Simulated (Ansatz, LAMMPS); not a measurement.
# Ge in place of Sn at several sites of amorphous SnO2 (108 atoms), part 3 of 3

Aim: make Ge in place of Sn at several sites of amorphous SnO2 (108 atoms), relax each, and compare their energies.

Ansatz 0.2.0; Kohn-Sham DFT, PBE, PAW (set soft_1), plane waves.

The cell: 36 Sn and 72 O. The quench rate of 50 K/ps is many orders above laboratory rates. The network of bonds at the start is that of the classical potential that made the cell. Only the Γ point is sampled, in a cell whose shortest periodic width is 11 Å.

So far. Step 9 (Ge on a site of Sn, site Sn36): The relaxation converged after 12 steps, 1.13 eV below its start, with a largest force component of 0.043 eV/Å.

### 10. Ge on a site of Sn, site Sn12

The site has 5 bonded neighbours (O5) at 2.05 Å on average. 

File input.yaml:

```yaml
crystal:
  lattice:
    - [11.3429, 0.0, 0.0]
    - [0.0, 11.3429, 0.0]
    - [0.0, 0.0, 11.3429]
  atoms:
    [... atom lines 1 to 8 left out ...]
    - { symbol: Sn, position: [0.83758, 0.60869, 0.71199] }
    - { symbol: Sn, position: [0.01067, 0.65032, 0.44199] }
    - { symbol: Sn, position: [0.73496, 0.33508, 0.6143] }
    - { symbol: Ge, position: [0.44672, 0.42638, 0.7971], spin: 0.6 }
    - { symbol: Sn, position: [0.92262, 0.8852, 0.13594] }
    - { symbol: Sn, position: [0.21498, 0.25515, 0.67545] }
    - { symbol: Sn, position: [0.96694, 0.34209, 0.81086] }
    [... atom lines 16 to 108 left out ...]
magnetization:
  spin_polarized: true
kpoints:
  mp_grid: { grid: [1, 1, 1] }
hamiltonian:
  xc: pbe
  pseudopotentials: { kind: paw, azcp: { folder: soft_1 } }
scf:
  occupations: { method: fermi_dirac, width: 0.025 }
  lower_state_search: "off"
output:
  forces: true
  eigenvalues: true
relax:
  f_tol: 0.05
  max_steps: 90
```

Launch:

```console
> ansatz run input.yaml --threads 4 --pin off --max-ram 15872MiB --backend cpu --events-out ev --progress --plain --runs-dir out
```

Numbers of over 12 decimals in the logs are rounded to 6 here.

What it wrote:

```text
[...]
Crystal: 108 atoms, lattice volume = 1459.393 Å³
Basis set: ecut = 420 eV, 28425 PW (Γ), exchange–correlation on 160×160×160 points (8 copies of the dense FFT grid, shifted against one another)
Bands: 578, of which v1, the nominal top of the filled ones, is band 468 counted from 1 (467 counted from 0)
Symmetry: 1 space group operations
[...]
k-points: 1
[...]
Starting moments: Σ|m| = 3.6 μB on 6 of 108 sites
[...]
SCF iter   1: F=—  HF=-255984.950183 eV  |F-HF|=—  |Δ(HF+E_count)|=         —  Δρ=3.95e-2 (↑3.69e-2 ↓3.95e-2)  dr2=6.52e1  dr2_m=1.83e0  M=0.000 μB ∫|m|=0.843 μB  β_m=0.30  ethr=3.10e-3  ⟨swp⟩=5.0  Hψ=4628  notcnv=0  defer=124
[...]
SCF iter   3: F=—  HF=-255970.438045 eV  |F-HF|=—  |Δ(HF+E_count)|=    3.94e0  Δρ=1.26e-2 (↑1.24e-2 ↓1.26e-2)  dr2=3.58e0  dr2_m=5.35e-1  M=0.013 μB ∫|m|=0.561 μB  β_m=0.30  ethr=2.44e-3  ⟨swp⟩=2.5  Hψ=1397  notcnv=0  defer=206
[...]
SCF iter   7: F=—  HF=-255970.544615 eV  |F-HF|=—  |Δ(HF+E_count)|=   4.54e-2  Δρ=1.97e-3 (↑1.96e-3 ↓1.97e-3)  dr2=5.35e-3  dr2_m=5.00e-2  M=0.001 μB ∫|m|=0.206 μB  β_m=0.30  ethr=3.43e-6  ⟨swp⟩=2.0  Hψ=1928  notcnv=0  defer=206
[...]
SCF iter  12: F=-255970.569145 eV  HF=-255970.569160 eV  |F-HF|=1.44e-5  |Δ(HF+E_count)|=   5.62e-5  Δρ=2.35e-5 (↑2.35e-5 ↓2.35e-5)  dr2=2.88e-5  dr2_m=1.54e-7  M=-0.000 μB ∫|m|=0.001 μB  ethr=4.86e-9  ⟨swp⟩=12.0  Hψ=5507  notcnv=0
[...]
SCF 1 converged in 12 iterations: F = -255970.569145 eV  dr2 = 2.88e-5
[...]
relax step   1: F+E_penalty+E_count = -255970.56914547 eV  Δ(F+E_penalty+E_count) = +0.000e0 eV  max|allowed force component| = 2.138e0 eV/Å  Δτ_max = 0.0000 Å  (12 SCF iters, dr2 threshold 6.25e-5 eV, accepted)
[... from here on, the SCF cycles and remarks between the steps are left out ...]
relax step   2: F+E_penalty+E_count = -255971.29358398 eV  Δ(F+E_penalty+E_count) = -7.244e-1 eV  max|allowed force component| = 1.186e0 eV/Å  Δτ_max = 0.1153 Å  (7 SCF iters, dr2 threshold 1.00e-4 eV, accepted)
relax step   3: F+E_penalty+E_count = -255971.45792430 eV  Δ(F+E_penalty+E_count) = -1.643e-1 eV  max|allowed force component| = 9.004e-1 eV/Å  Δτ_max = 0.1232 Å  (7 SCF iters, dr2 threshold 8.79e-5 eV, accepted)
relax step   4: F+E_penalty+E_count = -255971.53954559 eV  Δ(F+E_penalty+E_count) = -8.162e-2 eV  max|allowed force component| = 1.545e-1 eV/Å  Δτ_max = 0.0372 Å  (6 SCF iters, dr2 threshold 1.00e-4 eV, accepted)
relax step   5: F+E_penalty+E_count = -255971.50019104 eV  Δ(F+E_penalty+E_count) = +3.935e-2 eV  max|allowed force component| = 2.489e-1 eV/Å  Δτ_max = 0.2000 Å  (13 SCF iters, rejected (line search))
relax step   6: F+E_penalty+E_count = -255971.57206477 eV  Δ(F+E_penalty+E_count) = -3.252e-2 eV  max|allowed force component| = 8.659e-2 eV/Å  Δτ_max = 0.0977 Å  (11 SCF iters, accepted)
relax step   7: F+E_penalty+E_count = -255971.56840139 eV  Δ(F+E_penalty+E_count) = +3.663e-3 eV  max|allowed force component| = 1.769e-1 eV/Å  Δτ_max = 0.1000 Å  (11 SCF iters, rejected (line search))
relax step   8: F+E_penalty+E_count = -255971.57841790 eV  Δ(F+E_penalty+E_count) = -6.353e-3 eV  max|allowed force component| = 5.112e-2 eV/Å  Δτ_max = 0.0493 Å  (10 SCF iters, accepted)
relax step   9: F+E_penalty+E_count = -255971.57780349 eV  Δ(F+E_penalty+E_count) = +6.144e-4 eV  max|allowed force component| = 6.655e-2 eV/Å  Δτ_max = 0.0304 Å  (10 SCF iters, rejected (line search))
relax step  10: F+E_penalty+E_count = -255971.57972651 eV  Δ(F+E_penalty+E_count) = -1.309e-3 eV  max|allowed force component| = 4.786e-2 eV/Å  Δτ_max = 0.0148 Å  (10 SCF iters, accepted)
SCF converged after 10 iterations
Magnetization: 0.0000 μB (468.0000 up, 468.0000 down)
Absolute magnetization: 0.0000 μB (∫|ρ↑−ρ↓|, with the PAW one-centre terms)
[...]
Per-site moments (μB) at R_I (Å): [(-8.101201924782867e-10, 0.837525), (-8.741002554105564e-10, 0.824996), (-4.968275855324548e-9, 0.798128), (-1.3088244329903755e-9, 0.809975), (-2.0094467647191274e-9, [...]
Free energy (F): -255971.579727 eV
[...]
Internal energy: -255971.577441 eV  (E = F + TS)
E sigma→0 (E₀):  -255971.578584 eV
Entropy (-TS):   -0.002285 eV (-0.021 meV/atom)
Fermi energy:    8.120322 eV
[...]
Σ components = -255971.579727   (vs F -255971.579727, Δ=0.00e0)
--- Forces (eV/Å), atoms counted from 1 ---
  atom   1  Sn     0.00821509     0.00440872    -0.01197267
  atom   2  Sn    -0.00262794    -0.00738746    -0.00203949
  atom   3  Sn     0.00473383    -0.00295003    -0.00866060
  atom   4  Sn     0.00369815     0.00917615    -0.00803739
[...]
atom 108  O     -0.00099088     0.00257576    -0.00323188
  max |Σ_I F_I| component: 2.35e-4 eV/Å
--- Band table (eV) ---
[...]
--- Relaxed structure (10 steps of the walk, 7 accepted, 0 SCFs on fresh bases) ---
  F+E_penalty+E_count = -255971.57972651 eV   max|allowed force component| = 4.786e-2 eV/Å
  atoms:
    - { symbol: Sn, position: [0.844449, 0.478841, 0.230382] }
    - { symbol: Sn, position: [0.970937, 0.170007, 0.518219] }
    - { symbol: Sn, position: [0.588668, 0.041765, 0.748900] }
    - { symbol: Sn, position: [0.759736, 0.647033, 0.014803] }
[...]
- { symbol: O, position: [0.872875, 0.799325, 0.715356] }
```

It took 4.8 min on 4 threads of Intel Xeon Platinum 8559C (Emerald Rapids), shared host; peak memory 4.1 GiB.

The relaxation converged after 10 steps, 1.01 eV below its start, with a largest force component of 0.048 eV/Å.

### 11. The sites compared

All these cells hold the same atoms, so their energies can be compared with no chemical potential.

| site | neighbours | mean distance (Å) | atoms within 6 Å | energy over the best site (eV) | before relaxation (eV) | gain on relaxing (eV) |
| --- | --- | --- | --- | --- | --- | --- |
| Sn4 | O5 | 2.04 | 64 | 0.00 | 0.00 | 1.22 |
| Sn12 | O5 | 2.05 | 64 | 0.28 | 0.07 | 1.01 |
| Sn21 | O6 | 2.10 | 63 | 0.28 | 0.24 | 1.18 |
| Sn30 | O5 | 2.07 | 65 | 0.39 | 0.29 | 1.11 |
| Sn36 | O6 | 2.14 | 65 | 0.53 | 0.45 | 1.13 |
| Sn11 | O7 | 2.19 | 68 | 1.19 | 0.86 | 0.88 |

Neighbours are those of the relaxed host within 2.73 Å (O-Sn); other pairs aren't counted.

### 12. What came out

The cheapest site is Sn4 (5 neighbours, O5); the dearest, Sn11 (7 neighbours, O7), costs 1.2 eV more. By coordination the energies over the best site are 0.00 to 0.39 eV with 5 neighbours, 0.28 to 0.53 eV with 6 neighbours and 1.19 eV with 7 neighbours. Relaxation gains 0.88 to 1.2 eV and leaves the best site the same.

**Limits.** Defects are neutral and interact with their images. The reference ran with fixed occupations, but 6 of the 6 defect cells with fermi-dirac smearing of 0.025 eV, spin polarised. In a disordered cell the relaxation can also rearrange atoms far from the site. In the spin-polarised runs the search for a state of lower energy was switched off. Only 6 of the 36 Sn sites were tried; unless symmetry makes the others alike to these, a cheaper one may exist. The pressure of 1.7 GPa means that a free cell would grow at this level.

The DFT runs together took 44 min of wall time.

[Logs are printed without paths, hosts, clocks, repeated set-up lines and the standing remarks that a program may print on its own settings, such as how far it seeks lower states.]

[Hosts, paths, dates, database ids (printed as entryN), source tags and the programs' standing remarks are cut or masked in the printed files.]
